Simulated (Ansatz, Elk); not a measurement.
# How far do independent atoms describe Cd2TeO?

Structure refinements treat a crystal as free atoms side by side. For a made-up structure of Cd2TeO (cell and positions from a r2SCAN relaxation) the runs below show what the calculated density changes in F(hkl).

Program: Elk 11.2.3 (patched build). Level of theory: DFT, PBE, all-electron APW+lo, Dirac cores, scalar-relativistic bands, static density, no spin. Results are calculated unless marked as measured.

The structure was built from a prototype and need not be the compound's stable phase.

## Step 1: The starting structure

It takes space group P3m1 (No. 156, trigonal). The conventional cell has a = 4.039 Å, b = 4.039 Å, c = 6.931 Å, α = 90.00°, β = 90.00°, γ = 120.00°. Nearest to Te lie 4 Cd at 2.76 to 2.86 Å. Cd has 3 O at 2.37 Å and 1 Te at 2.86 Å nearest. Nearest to Cd lie 1 O at 2.16 Å and 3 Te at 2.76 Å. O has 4 Cd at 2.16 to 2.37 Å nearest. Farther neighbours and most contacts between anions are not listed.

Structure file:

```cif
data_structure
_symmetry_space_group_name_H-M 'P 1'
_symmetry_Int_Tables_number 1
_cell_length_a 4.0391
_cell_length_b 4.0391
_cell_length_c 6.9309
_cell_angle_alpha 90.000
_cell_angle_beta 90.000
_cell_angle_gamma 120.000
_cell_volume 97.92
loop_
_atom_site_label
_atom_site_type_symbol
_atom_site_fract_x
_atom_site_fract_y
_atom_site_fract_z
_atom_site_occupancy
Te1 Te 0.00000 0.00000 0.64968 1
Cd2 Cd 0.00000 0.00000 0.06197 1
Cd3 Cd 0.66667 0.33333 0.43801 1
O4 O 0.66667 0.33333 0.12685 1
```

## Step 2: Ground state and structure factors

An all-electron density is needed, since X-rays see the cores too. Task 0 finds the density and task 195 Fourier-transforms it; tshift is off so that phases refer to the origin typed.

The input, elk.in:

```
tasks
  0
  195

xctype
  20

spinpol
  .false.

rgkmax
  7.0

gmaxvr
  14.0

lmaxo
  7

lmaxapw
  8

swidth
  0.002

tshift
  .false.

ramdisk
  .false.

hmaxvr
  5.5

maxscl
  120

epspot
  1e-06

sppath
  './'

avec
  7.63281929309 -0.00000000000 -0.00000000000
  -3.81640964654 6.61021541031 0.00000000000
  -0.00000000000 0.00000000000 13.09747849779

atoms
  3
  'Te.in'
  1
  -0.0000000000 -0.0000000000 0.6496759434   0.000000 0.000000 0.000000
  'Cd.in'
  2
  -0.0000000000 -0.0000000000 0.0619659749   0.000000 0.000000 0.000000
  0.6666666667 0.3333333333 0.4380115809   0.000000 0.000000 0.000000
  'O.in'
  1
  0.6666666667 0.3333333333 0.1268465008   0.000000 0.000000 0.000000

ngridk
  6 6 4
```

Command:

```bash
> OMP_NUM_THREADS=4 elk
```

Numbers of over 12 decimals in the logs are rounded to 6 here.

The program printed:

```text
┌─────────────────────────┐
│ Elk code version 11.2.3 │
└─────────────────────────┘

All units are atomic (Hartree, Bohr, etc.)

┌─────────────────────────────────────────────────┐
│ Ground-state run starting from atomic densities │
└─────────────────────────────────────────────────┘

Lattice vectors :
   7.632819293      -0.000000000      -0.000000000
  -3.816409647       6.610215410       0.000000000
  -0.000000000       0.000000000       13.09747850

Reciprocal lattice vectors :
  0.8231801469      0.4752632794       0.000000000
   0.000000000      0.9505265588       0.000000000
   0.000000000       0.000000000      0.4797248041

Unit cell volume      :    660.8277729
Brillouin zone volume :   0.3753628761

Muffin-tin inner radius fraction :   0.1000000000E-01

Nuclei treated as point charges

Species : 1 (Te)
 parameters loaded from : Te.in
 name : tellurium
 nuclear charge    :   -52.00000000
 electronic charge :    52.00000000
 atomic mass :    232600.5708
 muffin-tin radius :    2.600000000
 number of radial points in muffin-tin :   1193
 inner part over the whole radius :   0.9992174838E-02
 number on inner part of muffin-tin    :    851
 approximate nuclear radius :   0.8944870508E-04
 number of mesh points to nuclear radius :    430
 atomic positions (lattice), magnetic fields (Cartesian) :
  1 :   0.00000000  0.00000000  0.64967594    0.00000000  0.00000000  0.00000000

Species : 2 (Cd)
 parameters loaded from : Cd.in
 name : cadmium
 nuclear charge    :   -48.00000000
 electronic charge :    48.00000000
 atomic mass :    204912.7176
 muffin-tin radius :    2.378691513
 number of radial points in muffin-tin :   1193
 inner part over the whole radius :   0.9961527392E-02
 number on inner part of muffin-tin    :    848
 approximate nuclear radius :   0.8708852602E-04
 number of mesh points to nuclear radius :    428
 atomic positions (lattice), magnetic fields (Cartesian) :
  1 :   0.00000000  0.00000000  0.06196597    0.00000000  0.00000000  0.00000000
  2 :   0.66666667  0.33333333  0.43801158    0.00000000  0.00000000  0.00000000

Species : 3 (O)
 parameters loaded from : O.in
 name : oxygen
 nuclear charge    :   -8.000000000
 electronic charge :    8.000000000
 atomic mass :    29165.12205
 muffin-tin radius :    1.646786432
 number of radial points in muffin-tin :    593
 inner part over the whole radius :   0.9988715198E-02
 number on inner part of muffin-tin    :    407
 approximate nuclear radius :   0.5115538663E-04
 number of mesh points to nuclear radius :    174
 atomic positions (lattice), magnetic fields (Cartesian) :
  1 :   0.66666667  0.33333333  0.12684650    0.00000000  0.00000000  0.00000000

Total number of atoms per unit cell :    4
Total muffin-tin volume :    205.0832814
 ratio of muffin-tin to unit cell volume :   0.3103430119

Spin treatment :
 spin-unpolarised

Number of Bravais lattice symmetries :   24
Number of crystal symmetries         :    6
Crystal has no inversion symmetry
Complex Hermitian eigensolver will be used

k-point grid :      6     6     4
k-point offset :    0.000000000       0.000000000       0.000000000
k-point set is reduced with full crystal symmetry group
Total number of k-points :       40

Muffin-tin radius times maximum |G+k| :    7.000000000
 using average radius
Maximum |G+k| for APW functions       :    3.109670484
Maximum (1/2)|G+k|²                   :    4.835025259
Maximum |G| for potential and density :    14.00000000
Constant for pseudocharge density :    9
 order of it for each species :   16  16  16
 order of it for pair densities of each species (exact exchange by exxq0 0: 17) :   13  11   4
Radial integration step length :    1

G-vector grid sizes :     35    35    60
Number of G-vectors :    30539

Maximum angular momentum used for
 APW functions            :    8
 outer part of muffin-tin :    7
 inner part of muffin-tin :    2

Total nuclear charge    :   -156.0000000
Total core charge       :    98.00000000
Total valence charge    :    58.00000000
[...]
total energy                :     -18065.033759940

Density of states at Fermi energy :    51.44097647
 (states/Hartree/unit cell)

Estimated indirect band gap :   0.2455629325E-02
 from k-point 6 to k-point 12
Estimated direct band gap   :   0.2677667341E-02
 at k-point 36

Charges :
 core                        :    98.00000000
 valence                     :    58.00000000
 interstitial                :    6.296151157
 muffin-tins (core leakage)
  species : 1 (Te)
   atom 1                    :    50.05163428     (  0.4059180529E-03)
  species : 2 (Cd)
   atom 1                    :    45.83350626     (  0.8034170413E-03)
[...]
species : 3 (O)
[...]
total in muffin-tins        :    149.7038488
 total calculated charge     :    155.9976728
 total charge                :    156.0000000
 error                       :   0.2327225528E-02

RMS change in Kohn-Sham potential (target) :   0.7341946438     (  0.1000000000E-05)
Absolute change in total energy (target)   :   0.1398190080     (  0.1000000000E-03)

[... loops 3 to 16 left out ...]

┌──────────────────┐
│ Loop number : 17 │
└──────────────────┘

Energies :
 Fermi                       :     0.159334
 sum of occupied eigenvalues :     -10891.706979672
 electron kinetic            :      18997.315959319
 core electron kinetic       :      18441.468663905
 Coulomb                     :     -36567.267765721
 Coulomb potential           :     -29244.240387407
 nuclear-nuclear             :     -1712.1416242921
 electron-nuclear            :     -40500.374206855
 Hartree                     :      5645.2480654262
 Madelung                    :     -21945.147572017
 xc potential                :     -644.78255158406
 exchange                    :     -485.98831154975
 correlation                 :     -8.227477
 electron entropic           :    -0.43278963097820E-03
 total energy                :     -18064.168027618

Density of states at Fermi energy :    32.30741792
 (states/Hartree/unit cell)

Estimated indirect band gap :   0.5464684787E-02
 from k-point 6 to k-point 12
Estimated direct band gap   :   0.6434492743E-02
 at k-point 12

Charges :
 core                        :    98.00000000
 valence                     :    58.00000000
 interstitial                :    6.578371987
 muffin-tins (core leakage)
  species : 1 (Te)
[...]
species : 2 (Cd)
[...]
species : 3 (O)
[...]
total in muffin-tins        :    149.4216280
 total calculated charge     :    155.9978433
 total charge                :    156.0000000
 error                       :   0.2156693361E-02

RMS change in Kohn-Sham potential (target) :   0.5781642687E-06 (  0.1000000000E-05)
Absolute change in total energy (target)   :   0.4264000381E-04 (  0.1000000000E-03)

Convergence targets achieved

┌──────────────────┐
│ Loop number : 18 │
└──────────────────┘

Energies :
 Fermi                       :     0.159335
 sum of occupied eigenvalues :     -10891.706958731
 electron kinetic            :      18997.315980174
 core electron kinetic       :      18441.468679320
 Coulomb                     :     -36567.267765475
 Coulomb potential           :     -29244.240402680
 nuclear-nuclear             :     -1712.1416242921
 electron-nuclear            :     -40500.374190228
 Hartree                     :      5645.2480490446
 Madelung                    :     -21945.147564135
 xc potential                :     -644.78253622480
 exchange                    :     -485.98831184567
 correlation                 :     -8.227477
 electron entropic           :    -0.43279739310438E-03
 total energy                :     -18064.168006838

Density of states at Fermi energy :    32.30821870
 (states/Hartree/unit cell)

Estimated indirect band gap :   0.5464519843E-02
 from k-point 6 to k-point 12
Estimated direct band gap   :   0.6434324932E-02
 at k-point 12

Charges :
 core                        :    98.00000000
 valence                     :    58.00000000
 interstitial                :    6.578371393
 muffin-tins (core leakage)
  species : 1 (Te)
[...]
species : 2 (Cd)
   atom 1                    :    46.04099071     (  0.7809733659E-03)
   atom 2                    :    46.21310508     (  0.7894631029E-03)
  species : 3 (O)
   atom 1                    :    7.106392657     ( -0.2124644105E-06)
 total in muffin-tins        :    149.4216286
 total calculated charge     :    155.9978433
 total charge                :    156.0000000
 error                       :   0.2156693470E-02

┌──────────────────────────────┐
│ Self-consistent loop stopped │
└──────────────────────────────┘

Warning : core states of species 1 leak from the muffin-tin :   0.4036446284E-03

Warning : core states of species 2 leak from the muffin-tin :   0.7894631029E-03

Wrote STATE.OUT
```

Run time: 34 s. Hardware: 4 threads of Intel Xeon Platinum 8488C (Sapphire Rapids), shared host; peak memory 0.2 GiB.

SFACRHO.OUT:

```text

h k l indices transformed by vhmat matrix:
   1.000000000       0.000000000       0.000000000    
   0.000000000       1.000000000       0.000000000    
   0.000000000       0.000000000       1.000000000    

      h      k      l  multipl.   |H|            Re(F)            Im(F)           |F|

      0      0      0      1   0.0000000       156.00000      0.86663108E-16   156.00000    
      0      0      1      1  0.47972480      -24.075651      0.17428650       24.076282    
      0      0     -1      1  0.47972480      -24.075651     -0.17428650       24.076282    
      1     -1      0      3  0.95052656       63.113064       42.612400       76.151661    
      1      0      0      3  0.95052656       63.113064      -42.612400       76.151661    
      0      0     -2      1  0.95944961       46.179313      -50.105577       68.140280    
      0      0      2      1  0.95944961       46.179313       50.105577       68.140280    
     -1      1      1      3   1.0647237       46.453434      -1.2404982       46.469994    
     -1      1     -1      3   1.0647237       11.216126       59.333051       60.383875    
      1     -1      1      3   1.0647237       11.216126      -59.333051       60.383875    
     -1      0     -1      3   1.0647237       46.453434       1.2404982       46.469994    
      0     -1     -2      3   1.3505718       19.732298      -101.01764       102.92681    
      1     -1     -2      3   1.3505718      -17.305021      -53.568104       56.293921    
      0     -1      2      3   1.3505718      -17.305021       53.568104       56.293920    
      1     -1      2      3   1.3505718       19.732298       101.01764       102.92681    
      0      0      3      1   1.4391744       34.445950       60.569373       69.679067    
      0      0     -3      1   1.4391744       34.445950      -60.569373       69.679067    
     -1     -1      0      6   1.6463603       115.90871     -0.48556055E-13   115.90871
```

Elk indexes on the primitive cell of elk.in and gives |H| = 4π sin θ/λ in inverse bohr. Below, one row stands for each form hkl of the conventional cell (m members, Friedel mates merged), F is for one primitive cell and the density is static (no thermal factor). Free-atom factors are Waasmaier and Kirfel's, and R is Σm||F|−|F'||/Σm|F|.

```
hkl   m  sin θ/λ (Å⁻¹)  abs F, DFT  neutral atoms   diff.  abs of complex diff.
001   2          0.072      24.076         24.069  +0.008                 0.070
100   6          0.143      76.152         76.092  +0.060                 0.251
002   2          0.144      68.140         67.811  +0.329                 0.474
101   6          0.160      46.470         46.597  -0.127                 0.450
011   6          0.160      60.384         60.515  -0.131                 0.396
012   6          0.203     102.927        103.213  -0.286                 0.339
102   6          0.203      56.294         56.518  -0.224                 0.281
003   2          0.216      69.679         69.902  -0.223                 0.257
110   6          0.248     115.909        115.970  -0.061                 0.061
111  12          0.258      19.131         19.290  -0.159                 0.159
103   6          0.259      91.493         91.553  -0.060                 0.064
013   6          0.259      30.353         30.378  -0.025                 0.028
200   6          0.286      61.304         61.383  -0.079                 0.107
112  12          0.287      53.911         53.982  -0.070                 0.073
004   2          0.289      39.502         39.538  -0.035                 0.124
201   6          0.295      49.797         49.847  -0.050                 0.095
021   6          0.295      37.316         37.250  +0.066                 0.082
022   6          0.320      48.216         48.202  +0.014                 0.090
202   6          0.320      86.847         86.882  -0.036                 0.062
014   6          0.322      25.062         25.023  +0.039                 0.051
104   6          0.322      62.465         62.457  +0.008                 0.021
113  12          0.329      58.528         58.478  +0.050                 0.050
```

## Step 3: The highest occupied states alone

An energy window below the Fermi level keeps the highest occupied states, to see at which angles they scatter; shallow core shells can lie inside it and anion s states outside. No new self-consistency is needed.

elk.in: that of step 2 with these lines changed.

```diff
@@ -1,3 +1,2 @@
 tasks
-  0
   195
@@ -40,2 +39,5 @@
 
+wsfac
+  -0.391910 0.459330
+
 sppath
```

Command:

```bash
> OMP_NUM_THREADS=4 elk
```

The program printed:

```text
┌─────────────────────────────────┐
│ Elk code version 11.2.3 started │
└─────────────────────────────────┘

Info(readinput): the functional depends on the density's gradient
 muffin-tin radial points multiplied by    2.00000
 (not where nrmtscf is given)

┌────────────────────┐
│ Current task : 195 │
└────────────────────┘
Info(checkmt): changed muffin-tin radius of species 2 (Cd) from   2.6000 to   2.3787
Info(checkmt): changed muffin-tin radius of species 3 (O) from   1.8000 to   1.6468

Info(sfacrho): density structure factors written to SFACRHO.OUT

 Energy window :  -0.3919100000      0.4593300000

┌──────────────────┐
│ Elk code stopped │
└──────────────────┘
```

It took 7.4 s on 4 threads; peak memory 0.16 GiB.

States within 15 eV below the Fermi level hold 34.00 electrons; any levels below the window count with the cores. Their amplitudes can exceed the total, where window and core parts have opposite phase:

```csv
hkl,sin θ/λ (Å⁻¹),"abs F, window","abs F, all"
001,0.072,6.921,24.076
100,0.143,10.645,76.152
002,0.144,11.851,68.140
101,0.160,12.361,46.470
011,0.160,5.965,60.384
012,0.203,9.028,102.927
102,0.203,1.754,56.294
003,0.216,11.131,69.679
110,0.248,10.470,115.909
111,0.258,4.658,19.131
```

[end of part 1 of 2]

[Logs are printed without paths, hosts, clocks, repeated set-up lines and the standing remarks that a program may print on its own settings, such as how far it seeks lower states.]

[Hosts, paths, dates, database ids (printed as entryN), source tags and the programs' standing remarks are cut or masked in the printed files.]
